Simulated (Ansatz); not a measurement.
# Starting-point dependence of the GW gap of Ta2O5 (Pmmn)

One-shot GW is not self-consistent; how far does the start matter for Ta2O5 (Pmmn)?

Method: G0W0 on several functionals, plane waves, PAW, in Ansatz 0.2.0.

This is a report of a sequence of runs, with most program output left out.

In doubt: masses and optical values from hybrid runs of this build are listed as unsure (steps 4, 5, 6), which bears on the screening that GW takes from such a start.

## Step 1: Set-up

Symmetry: Pmmn, No. 59, orthorhombic system. Conventional cell: a = 3.841 Å, b = 13.037 Å, c = 3.874 Å, α = 90.00°, β = 90.00°, γ = 90.00°. Nearest to Ta lie 6 O at 1.88 to 2.21 Å. O has 3 Ta at 1.99 to 2.21 Å nearest. Nearest to O lie 2 Ta at 1.88 to 2.00 Å. Nearest to O lie 2 Ta at 1.90 Å. Farther neighbours and most contacts between anions are not listed.

The cell and positions are those that the Materials Project relaxed with its own functionals (PBE, PBE+U or r2SCAN), kept fixed. Spin-orbit coupling is left out unless a step names it.

## Step 2: G0W0 on LDA

G0W0 replaces the xc potential by the self-energy, built once from these orbitals. Only a window of levels is corrected, while the sums run over the empty bands that the input names. This step takes PAW set soft_1 files.

This step: G0W0 on LDA, plane waves, PAW; PAW set soft_1.

The input, input.yaml:

```yaml
crystal:
  lattice:
    - [3.84085413, 0.0, 0.0]
    - [0.0, 13.0373230544, 0.0]
    - [0.0, 0.0, 3.8741645114]
  atoms:
    - { symbol: Ta, position: [0.0, 0.14579693, 0.02271197] }
    - { symbol: Ta, position: [0.5, 0.35420307, 0.97728803] }
    - { symbol: Ta, position: [0.5, 0.64579693, 0.97728803] }
    - { symbol: Ta, position: [0.0, 0.85420307, 0.02271197] }
    - { symbol: O, position: [0.5, 0.18522554, 0.00205837] }
    - { symbol: O, position: [0.0, 0.31477446, 0.99794163] }
    - { symbol: O, position: [0.0, 0.68522554, 0.99794163] }
    - { symbol: O, position: [0.5, 0.81477446, 0.00205837] }
    - { symbol: O, position: [0.0, 0.85107074, 0.50764741] }
    - { symbol: O, position: [0.5, 0.64892926, 0.49235259] }
    - { symbol: O, position: [0.5, 0.35107074, 0.49235259] }
    - { symbol: O, position: [0.5, 0.5, 0.99500122] }
    - { symbol: O, position: [0.0, 0.0, 0.00499878] }
    - { symbol: O, position: [0.0, 0.14892926, 0.50764741] }
kpoints:
  mp_grid: { grid: [4, 2, 4] }
hamiltonian:
  xc: lda
  pseudopotentials: { kind: paw, azcp: { folder: soft_1 }, xc_functional: pbe }
scf:
  occupations: { method: fixed }
gw:
  n_empty_bands: 440
  ecut_chi: 100
  qp_bands: [v4, c4]
  qp_kpoints: band_edges
  screening: { model: contour_deformation }
```

The run is started by

```console
> ansatz run input.yaml --threads 2 --pin off --max-ram 92160MiB --backend cuda --events-out ev --progress --plain --runs-dir out --devices 1 --max-vram 13GiB
```

It took 42 s on 1 × NVIDIA H100 80GB HBM3 (shared by 6 runs) with 2 threads of AMD EPYC 7R13 (Zen 3), shared host; peak memory 2.3 GiB.

This step gave:

```yaml
bands_summed: 496
rpa_eps_infinity_on_this_mesh_eigenvalues: 4.636, 4.876, 7.069
plane_waves_in_the_screening_matrix: 433
q_points_in_the_mesh: 32
g0w0_gap_on_the_mesh: 3.643 eV
k_of_the_valence_top: -0.5, -0.5, -0.5
k_of_the_conduction_bottom: 0, 0, 0
starting_gap_on_the_mesh: 2.214 eV
z_at_the_valence_top: 0.7317
z_at_the_conduction_bottom: 0.7959
least_direct_g0w0_gap_on_the_computed_points: 4.316 eV
```

The gap on the mesh goes from 2.21 eV to 3.64 eV, a correction of +1.43 eV. Between the two edge states, bare exchange in place of the xc potential would open the gap by 10.71 eV, and correlation takes back 9.28 eV.

## Step 3: G0W0 on r2SCAN

One-shot GW remembers its start. Another functional's orbitals and levels show by how much.

This step: G0W0 on r2SCAN, plane waves, PAW; PAW set soft_1.

Changes to input.yaml since step 2:

```diff
@@ -23,4 +23,4 @@
 hamiltonian:
-  xc: lda
-  pseudopotentials: { kind: paw, azcp: { folder: soft_1 }, xc_functional: pbe }
+  xc: r2scan
+  pseudopotentials: { kind: paw, azcp: { folder: soft_1 } }
 scf:
```

Elapsed: 61 s, on 1 × NVIDIA H100 80GB HBM3 (shared by 6 runs) with 2 threads; peak memory 2.6 GiB; 86 s of CPU time.

Numbers from this step:

* bands summed: 496
* RPA ε∞ on this mesh (eigenvalues): 4.079, 4.197, 5.822
* plane waves in the screening matrix: 433
* q-points in the mesh: 32
* G0W0 gap on the mesh: 3.745 eV
* k of the valence top: -0.5, -0.5, -0.5
* k of the conduction bottom: 0, 0, 0
* starting gap on the mesh: 2.797 eV
* Z at the valence top: 0.7478
* Z at the conduction bottom: 0.8069
* least direct G0W0 gap on the computed points: 4.455 eV

Against the run with 4×2×4 mesh, 440 empty bands, screening to 100 eV, PAW set soft_1 files on LDA, the gap moves by +0.10 eV, while the start moved by +0.58 eV.

## Step 4: G0W0 on HSE06

This step: G0W0 on HSE06, plane waves, PAW; PAW set soft_1.

Changes to input.yaml since step 3:

```diff
@@ -23,3 +23,3 @@
 hamiltonian:
-  xc: r2scan
+  xc: hse06
   pseudopotentials: { kind: paw, azcp: { folder: soft_1 } }
```

The job ended after 2.6 min (1 × NVIDIA H100 80GB HBM3 (shared by 6 runs) with 2 threads; peak memory 3 GiB; 3.1 min of CPU time).

This step gave:

```
bands summed                                 : 496
RPA ε∞ on this mesh (eigenvalues)            : 3.588, 3.616, 4.778
plane waves in the screening matrix          : 433
G0W0 gap on the mesh                         : 4.120 eV
k of the valence top                         : -0.5, -0.5, -0.5
k of the conduction bottom                   : 0, 0, 0
starting gap on the mesh                     : 3.781 eV
least direct G0W0 gap on the computed points : 4.851 eV
```

Against the run with 4×2×4 mesh, 440 empty bands, screening to 100 eV, PAW set soft_1 files on r2SCAN, the gap moves by +0.37 eV, while the start moved by +0.98 eV.

## Step 5: G0W0 on PBE0

This step: G0W0 on PBE0, plane waves, PAW; PAW set soft_1.

Changes to input.yaml since step 4:

```diff
@@ -23,3 +23,3 @@
 hamiltonian:
-  xc: hse06
+  xc: pbe0
   pseudopotentials: { kind: paw, azcp: { folder: soft_1 } }
```

It took 2.2 min on 1 × NVIDIA H100 80GB HBM3 (shared by 6 runs) with 2 threads; peak memory 3 GiB; 2.5 min of CPU time.

Numbers from this step:

| Quantity | Value |
| --- | --- |
| bands summed | 496 |
| RPA ε∞ on this mesh (eigenvalues) | 3.397, 3.405, 4.395 |
| plane waves in the screening matrix | 433 |
| G0W0 gap on the mesh | 4.349 eV |
| k of the valence top | -0.5, -0.5, -0.5 |
| k of the conduction bottom | 0, 0, 0 |
| starting gap on the mesh | 4.538 eV |
| least direct G0W0 gap on the computed points | 5.079 eV |

Against the run with 4×2×4 mesh, 440 empty bands, screening to 100 eV, PAW set soft_1 files on HSE06, the gap moves by +0.23 eV, while the start moved by +0.76 eV.

## Step 6: G0W0 on Hartree-Fock

This step: G0W0 on Hartree-Fock, plane waves, PAW; PAW set soft_1.

Changes to input.yaml since step 5:

```diff
@@ -23,3 +23,3 @@
 hamiltonian:
-  xc: pbe0
+  xc: hf
   pseudopotentials: { kind: paw, azcp: { folder: soft_1 } }
```

Wall time 3.1 min (1 × NVIDIA H100 80GB HBM3 (shared by 6 runs) with 2 threads); peak memory 3 GiB.

This step gave:

```yaml
bands_summed: 496
rpa_eps_infinity_on_this_mesh_eigenvalues: 2.105, 2.141, 2.344
plane_waves_in_the_screening_matrix: 433
g0w0_gap_on_the_mesh: 5.952 eV
k_of_the_valence_top: -0.5, -0.5, -0.5
k_of_the_conduction_bottom: 0, 0, 0
starting_gap_on_the_mesh: 12.26 eV
least_direct_g0w0_gap_on_the_computed_points: 6.681 eV
```

Against the run with 4×2×4 mesh, 440 empty bands, screening to 100 eV, PAW set soft_1 files on PBE0, the gap moves by +1.60 eV, while the start moved by +7.73 eV.

## Step 7: The starts together

All on the 4×2×4 mesh with 440 empty bands and screening to 100 eV. Times are wall times on 1 × NVIDIA H100 80GB HBM3 (shared by 6 runs) with 2 threads of AMD EPYC 7R13 (Zen 3), shared host, good to a factor of about two.

```csv
start,starting gap (eV),shift (eV),G0W0 gap (eV),RPA ε∞ (harmonic mean),"Z (valence, conduction)",time
LDA,2.21,+1.43,3.64,5.34,"0.73, 0.80",42 s
r2SCAN,2.80,+0.95,3.75,4.58,"0.75, 0.81",61 s
HSE06,3.78,+0.34,4.12,3.92,"0.77, 0.83",2.6 min
PBE0,4.54,−0.19,4.35,3.68,"0.79, 0.84",2.2 min
Hartree-Fock,12.26,−6.31,5.95,2.19,"0.88, 0.91",3.1 min
```

The parts of the quasiparticle energy at the two band edges (eV; QP = start + Σx + Σc − Vxc):

```csv
run,edge,start,Σx,Σc,Vxc,Z,QP
LDA,valence top,6.60,-26.33,4.79,-21.33,0.73,6.39
LDA,conduction bottom,8.81,-13.08,-4.48,-18.78,0.80,10.03
r2SCAN,valence top,6.57,-26.44,4.70,-21.67,0.75,6.51
r2SCAN,conduction bottom,9.37,-13.16,-4.38,-18.43,0.81,10.25
HSE06,valence top,5.89,-26.46,4.43,-22.35,0.77,6.21
HSE06,conduction bottom,9.68,-12.69,-4.21,-17.55,0.83,10.33
PBE0,valence top,5.50,-26.47,4.29,-22.76,0.79,6.08
PBE0,conduction bottom,10.04,-12.66,-4.10,-17.15,0.84,10.43
```

For a hybrid start, Vxc holds its share of exact exchange.

## Step 8: Outcome

| Item | Value |
| --- | --- |
| G0W0@LDA | 3.64 eV (start 2.21 eV) |
| G0W0@r2SCAN | 3.75 eV (start 2.80 eV) |
| G0W0@HSE06 | 4.12 eV (start 3.78 eV) |
| G0W0@PBE0 | 4.35 eV (start 4.54 eV) |
| G0W0@Hartree-Fock | 5.95 eV (start 12.26 eV) |
| known limits | not at the basis limit; no spin-orbit coupling; coarse k mesh |

The starting gaps span 10.05 eV and the G0W0 gaps 2.31 eV. Between LDA and Hartree-Fock, 2.31 eV of the 10.05 eV survives, 23 %. Hartree-Fock screens less than LDA (ε∞ 2.19 against 5.34). Of the 2.31 eV by which its G0W0 gap is higher, the correlation part gives +2.92 eV, and exchange with the one-particle terms, which follow the orbitals, −0.61 eV. On PBE0 and Hartree-Fock the correction is negative: that start lies above its own G0W0 value. The smallest correction, −0.19 eV, is on PBE0, the start nearest to reproducing itself. Bands and cutoff are finite, so the gap is not at the basis limit. The miss can reach some tenths of an eV and take either sign; the mesh is an error of its own. The 4×2×4 mesh is coarse for this cell (its supercell is 15 Å along the shortest edge). The RPA ε∞ on it, from the LDA start, is 4.64, 4.88 and 7.07; such meshes misread the long-range screening, most where the gap is narrow. The program warns that the mesh is coarse for exact exchange, which bears on the hybrid start's gap. The many-body steps are scalar-relativistic: spin-orbit coupling is not in them.

[Paths, hosts, dates, memory and timing lines, banners, echoed tables and standing remarks are left out of the program output.]

[Logs are printed without paths, hosts, clocks, repeated set-up lines and the standing remarks that a program may print on its own settings, such as how far it seeks lower states.]

[Runs of the session that timed out or met a known fault of the program may be left out.]

[Cells called generated may have been cut or substituted from an entry of the Crystallography Open Database or the Materials Project.]

[Hosts, paths, dates, database ids (printed as entryN), source tags and the programs' standing remarks are cut or masked in the printed files.]
